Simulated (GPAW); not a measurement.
# Optical response of TiPt3, part 2 of 2

Aim: the dielectric function of TiPt3, and the optical constants that follow from it. The cell comes from an older database entry, whose edges can differ from later determinations, mostly by under a per cent.

GPAW 26.7.0; DFT, revPBE, plane-wave PAW (GPAW data sets), scalar-relativistic, RPA, optical limit.

So far. Step 2 (Ground state): There are states at the Fermi level within the smearing, so the occupations stay smeared and the carriers get a Drude term.

The database entry behind the starting cell is an old determination (1943), so it need not match the best structure at ambient conditions.

## 4. Dielectric function, RPA

Local fields let the induced charge screen the field inside the cell, which as a rule lowers ε, most along directions where the density is uneven.

This step: DFT, revPBE, plane-wave PAW (GPAW data sets), scalar-relativistic, RPA, optical limit (GPAW 26.7.0).

Contents of df.py:

```python
from gpaw.response.df import DielectricFunction

df = DielectricFunction('full.gpw', frequencies={'type': 'nonlinear', 'domega0': 0.03, 'omega2': 8},
                        ecut=30,
                        eta=0.1,
                        nbands=54,
                        rate=0.03,
                        txt='df.txt')
for direction in ['x']:
    df.get_dielectric_function(xc='RPA', direction=direction, filename=f'df_{direction}.csv')
```

Run with:

```console
> OMP_NUM_THREADS=1 python df.py
```

The log of the run:

```text
Using integrator: PointIntegrator
NonLinearFrequencyDescriptor(from 0.000 to 84.484 eV, 525 points)
Nonperiodic BCs:  [False False False]
Using integrator: PointIntegrator
NonLinearFrequencyDescriptor(from 0.000 to 84.484 eV, 525 points)
Nonperiodic BCs:  [False False False]
Using integrator: PointIntegrator

Calculating chi0 body with:
    Ground state adapter containing:
    Number of spins: 1
    Number of kpoints: 512
    Number of irreducible kpoints: 35
    Number of completely occupied states: 25
    Number of partially occupied states: 33

    Linear response parametrization:
    q_c: [0.0, 0.0, 0.0]
    Number of frequency points: 525
    Planewave cutoff: 30.0
    Number of bands: 54
    Number of planewaves: 27
    Broadening (eta): 0.1

Integrating chi0 body.

Symmetries of q_c:
    Direct symmetries (Uq -> q): 48
    Indirect symmetries (TUq -> q): 0
In total 48 allowed symmetries.

35 groups of equivalent kpoints. 93.1640625% reduction.

Integral kind: spectral function

Calculating chi0 optical extensions with:
    Ground state adapter containing:
    Number of spins: 1
    Number of kpoints: 512
    Number of irreducible kpoints: 35
    Number of completely occupied states: 25
    Number of partially occupied states: 33

    Linear response parametrization:
    Number of frequency points: 525
    Planewave cutoff: 30.0
    Number of bands: 54
    Number of planewaves: 27
    Broadening (eta): 0.1
Integrating chi0 head and wings.

Symmetries of q_c:
    Direct symmetries (Uq -> q): 48
    Indirect symmetries (TUq -> q): 0
In total 48 allowed symmetries.

35 groups of equivalent kpoints. 93.1640625% reduction.

Integral kind: spectral function wings

Calculating drude chi0 with:
    Number of frequency points:525
    Plasma frequency decay rate: 0.03 eV

    Ground state adapter containing:
    Number of spins: 1
    Number of kpoints: 512
    Number of irreducible kpoints: 35
    Number of completely occupied states: 25
    Number of partially occupied states: 33

Symmetries of q_c:
    Direct symmetries (Uq -> q): 48
    Indirect symmetries (TUq -> q): 0
In total 48 allowed symmetries.

35 groups of equivalent kpoints. 93.1640625% reduction.

Integral kind: intraband
Plasma frequency:
[[3.31-0.j 0.  +0.j 0.  +0.j]
 [0.  +0.j 3.31-0.j 0.  +0.j]
 [0.  +0.j 0.  +0.j 3.31-0.j]]
```

It took 11 s on 1 thread of Arm Neoverse V2, shared host; peak memory 0.27 GiB.

Some rows of df_x.csv (energy; Re and Im without local fields; Re and Im with them):

```text
0.000000, 12384.809472, -0.000000, 12384.523825, -0.000000
0.460735, -9.791507, 20.277557, -10.119000, 20.253794
0.943989, 19.745151, 26.803142, 19.417198, 26.678894
1.451455, 27.592400, 26.023182, 27.262134, 25.972637
1.984998, 8.231801, 34.690737, 7.831940, 34.428259
2.546682, 2.424296, 35.040198, 1.968580, 34.541069
3.138794, -9.877098, 22.829695, -9.687163, 22.454529
3.763875, -10.151342, 12.209358, -10.037758, 11.979720
4.424758, -5.960929, 7.989713, -5.769372, 7.882201
5.124608, -4.275070, 5.495413, -4.149677, 5.508980
5.866977, -3.370826, 5.381639, -3.303702, 5.423983
6.655862, -2.023641, 4.572827, -1.960122, 4.605687
7.495775, -1.348644, 4.532491, -1.352068, 4.545290
8.391833, -0.766739, 3.416847, -0.790177, 3.460112
9.349861, -1.312759, 3.547850, -1.353284, 3.547885
10.376517, -0.747432, 2.428262, -0.791108, 2.469931
11.479449, -0.928937, 1.693112, -1.063843, 1.622955
12.667487, -0.346413, 1.693020, -0.492659, 1.572304
13.950874, -0.312375, 1.521531, -0.355253, 1.434062
```

The Im ε, E ∥ x has structure finer than the step of the table below, so its rows give means over 0.5 eV, whole bins alone (the curve runs from 0.305 to 15.0 eV). Peaks (eV: height): 0.78: 33.0, 1.88: 40.3, 2.39: 39.2.

Sum at mesh points, not converged in k. Table of Im ε, E ∥ x by photon energy; means over each step:

| photon energy (eV) | Im ε, E ∥ x |
| --- | --- |
| 1.0 | 27.9 |
| 1.5 | 29.2 |
| 2.0 | 34.6 |
| 2.5 | 36.5 |
| 3.0 | 25.7 |
| 3.5 | 17.1 |
| 4.0 | 10.9 |
| 4.5 | 8.19 |
| 5.0 | 6.39 |
| 5.5 | 5.77 |
| 6.0 | 4.76 |
| 6.5 | 4.63 |
| 7.0 | 4.30 |
| 7.5 | 4.50 |
| 8.0 | 3.86 |
| 8.5 | 3.60 |
| 9.0 | 3.67 |
| 9.5 | 3.46 |
| 10.0 | 2.59 |
| 10.5 | 2.55 |
| 11.0 | 2.09 |
| 11.5 | 1.68 |
| 12.0 | 1.87 |
| 12.5 | 1.97 |
| 13.0 | 1.63 |
| 13.5 | 1.76 |
| 14.0 | 1.40 |
| 14.5 | 1.51 |

Values under 1 per cm are given as 1; sum at mesh points, not converged in k. Table of absorption coefficient, E ∥ x by photon energy:

| photon energy (eV) | absorption coefficient, E ∥ x (1/cm) |
| --- | --- |
| 0.492 | 1.6e5 |
| 1.010 | 2.8e5 |
| 1.486 | 3.7e5 |
| 1.985 | 7.5e5 |
| 2.508 | 1.0e6 |
| 3.018 | 1.3e6 |
| 3.510 | 1.4e6 |
| 3.980 | 1.3e6 |
| 4.516 | 1.2e6 |
| 4.981 | 1.3e6 |
| 5.515 | 1.2e6 |
| 6.021 | 1.2e6 |
| 6.494 | 1.2e6 |
| 6.985 | 1.1e6 |
| 7.496 | 1.3e6 |
| 8.026 | 1.4e6 |
| 8.516 | 1.3e6 |
| 9.023 | 1.4e6 |
| 9.483 | 1.5e6 |
| 10.026 | 1.5e6 |
| 10.519 | 1.5e6 |
| 11.029 | 1.4e6 |
| 11.479 | 1.4e6 |
| 12.023 | 1.2e6 |
| 12.504 | 1.5e6 |
| 13.000 | 1.3e6 |
| 13.512 | 1.5e6 |
| 14.040 | 1.2e6 |
| 14.493 | 1.2e6 |

The Im ε, E ∥ x has structure finer than the step of the table below, so its rows give means over 0.5 eV, whole bins alone (the curve runs from 0.305 to 15.0 eV). Peaks (eV: height): without local fields 0.78: 33.1, 1.88: 40.5, 2.39: 39.6; with local fields 0.78: 33.0, 1.88: 40.3, 2.39: 39.2.

Sum at mesh points, not converged in k. The Im ε, E ∥ x by photon energy; means over each step:

| photon energy (eV) | without local fields | with local fields |
| --- | --- | --- |
| 1.0 | 28.0 | 27.9 |
| 1.5 | 29.3 | 29.2 |
| 2.0 | 34.9 | 34.6 |
| 2.5 | 37.0 | 36.5 |
| 3.0 | 26.3 | 25.7 |
| 3.5 | 17.4 | 17.1 |
| 4.0 | 11.2 | 10.9 |
| 4.5 | 8.28 | 8.19 |
| 5.0 | 6.39 | 6.39 |
| 5.5 | 5.75 | 5.77 |
| 6.0 | 4.73 | 4.76 |
| 6.5 | 4.62 | 4.63 |
| 7.0 | 4.26 | 4.30 |
| 7.5 | 4.48 | 4.50 |
| 8.0 | 3.83 | 3.86 |
| 8.5 | 3.55 | 3.60 |
| 9.0 | 3.63 | 3.67 |
| 9.5 | 3.44 | 3.46 |
| 10.0 | 2.57 | 2.59 |
| 10.5 | 2.50 | 2.55 |
| 11.0 | 2.07 | 2.09 |
| 11.5 | 1.74 | 1.68 |
| 12.0 | 1.92 | 1.87 |
| 12.5 | 2.05 | 1.97 |
| 13.0 | 1.76 | 1.63 |
| 13.5 | 1.91 | 1.76 |
| 14.0 | 1.50 | 1.40 |
| 14.5 | 1.65 | 1.51 |

The loss function −Im 1/ε at q → 0, E ∥ x has structure finer than the step of the table below, so its rows give means over 0.5 eV, whole bins alone (the curve runs from 0.305 to 15.0 eV). Peaks (eV: height): 11.71: 0.666, 13.00: 0.615, 14.13: 0.823.

Sum at mesh points, not converged in k. Loss function −Im 1/ε at q → 0, E ∥ x against energy loss; means over each step:

| energy loss (eV) | loss function −Im 1/ε at q → 0, E ∥ x |
| --- | --- |
| 1.0 | 0.0254 |
| 1.5 | 0.0212 |
| 2.0 | 0.0258 |
| 2.5 | 0.0268 |
| 3.0 | 0.0344 |
| 3.5 | 0.0433 |
| 4.0 | 0.0599 |
| 4.5 | 0.0832 |
| 5.0 | 0.100 |
| 5.5 | 0.137 |
| 6.0 | 0.160 |
| 6.5 | 0.188 |
| 7.0 | 0.216 |
| 7.5 | 0.204 |
| 8.0 | 0.224 |
| 8.5 | 0.261 |
| 9.0 | 0.251 |
| 9.5 | 0.246 |
| 10.0 | 0.302 |
| 10.5 | 0.332 |
| 11.0 | 0.392 |
| 11.5 | 0.498 |
| 12.0 | 0.536 |
| 12.5 | 0.473 |
| 13.0 | 0.601 |
| 13.5 | 0.558 |
| 14.0 | 0.702 |
| 14.5 | 0.661 |

The reflectivity at normal incidence, E ∥ x has structure finer than the step of the table below, so its rows give means over 0.5 eV, whole bins alone (the curve runs from 0.305 to 15.0 eV). Peaks (eV: height): 2.90: 67.1, 7.91: 40.0, 9.75: 42.7, 10.74: 39.0, 11.48: 37.9, 12.50: 32.0.

Sum at mesh points, not converged in k. The reflectivity at normal incidence, E ∥ x by photon energy; means over each step:

| photon energy (eV) | reflectivity at normal incidence, E ∥ x (%) |
| --- | --- |
| 1.0 | 54.3 |
| 1.5 | 55.3 |
| 2.0 | 58.5 |
| 2.5 | 62.1 |
| 3.0 | 65.4 |
| 3.5 | 65.1 |
| 4.0 | 62.6 |
| 4.5 | 57.6 |
| 5.0 | 56.5 |
| 5.5 | 47.7 |
| 6.0 | 46.9 |
| 6.5 | 40.7 |
| 7.0 | 36.3 |
| 7.5 | 37.4 |
| 8.0 | 38.7 |
| 8.5 | 33.3 |
| 9.0 | 34.6 |
| 9.5 | 37.7 |
| 10.0 | 38.1 |
| 10.5 | 34.5 |
| 11.0 | 34.0 |
| 11.5 | 32.4 |
| 12.0 | 21.3 |
| 12.5 | 28.2 |
| 13.0 | 22.3 |
| 13.5 | 22.5 |
| 14.0 | 21.4 |
| 14.5 | 16.5 |

At chosen wavelengths:

| wavelength (nm) | n | k | R (%) | 1/α |
| --- | --- | --- | --- | --- |
| 1550 | 5.07 | 3.175 | 56.8 | 39 nm |
| 800 | 5.83 | 2.921 | 57.7 | 22 nm |
| 633 | 4.76 | 3.783 | 59.9 | 13 nm |
| 450 | 3.73 | 4.558 | 65.4 | 7.9 nm |
| 405 | 2.82 | 4.124 | 64.3 | 7.8 nm |
| 308 | 1.83 | 3.282 | 61.1 | 7.5 nm |
| 193 | 1.28 | 1.860 | 40.8 | 8.3 nm |

A polished face would reflect 59 % of daylight and look light grey (CIE x = 0.304, y = 0.318 under D65).

## 5. What came out

In words: At this level (revPBE, RPA) TiPt3 is a metal. The mesh is too coarse to trust the carriers' weight, the reflectivity or the colour to better than tens of per cent. A polished face would reflect 59 % of daylight and look light grey (CIE x = 0.304, y = 0.318 under D65). The carriers' damping of 0.03 eV is typed, not computed; it shapes the response at the lowest energies. Spin-orbit coupling is left out although heavy atoms are present. In this version of GPAW the matrix elements of the optical limit are incomplete, which can lower ε − 1 by up to a tenth where first-row anions or d states rule, and shift it by more in d metals. GPAW's carrier term has the form −ωp²/(ω + i·rate)², which damps like twice the rate and fails at low energy, so the curves leave the lowest energies out. The sum runs over mesh points 0.20 Å⁻¹ apart with no interpolation, so peaks are partly noise of the mesh, and the Drude plasma energy, a sum over the Fermi surface, isn't converged.

[Machine, clock and banner lines and Python warnings are left out of the logs.]

[Logs are printed without paths, hosts, clocks, repeated set-up lines and the standing remarks that a program may print on its own settings, such as how far it seeks lower states.]

[Hosts, paths, dates, database ids (printed as entryN), source tags and the programs' standing remarks are cut or masked in the printed files.]
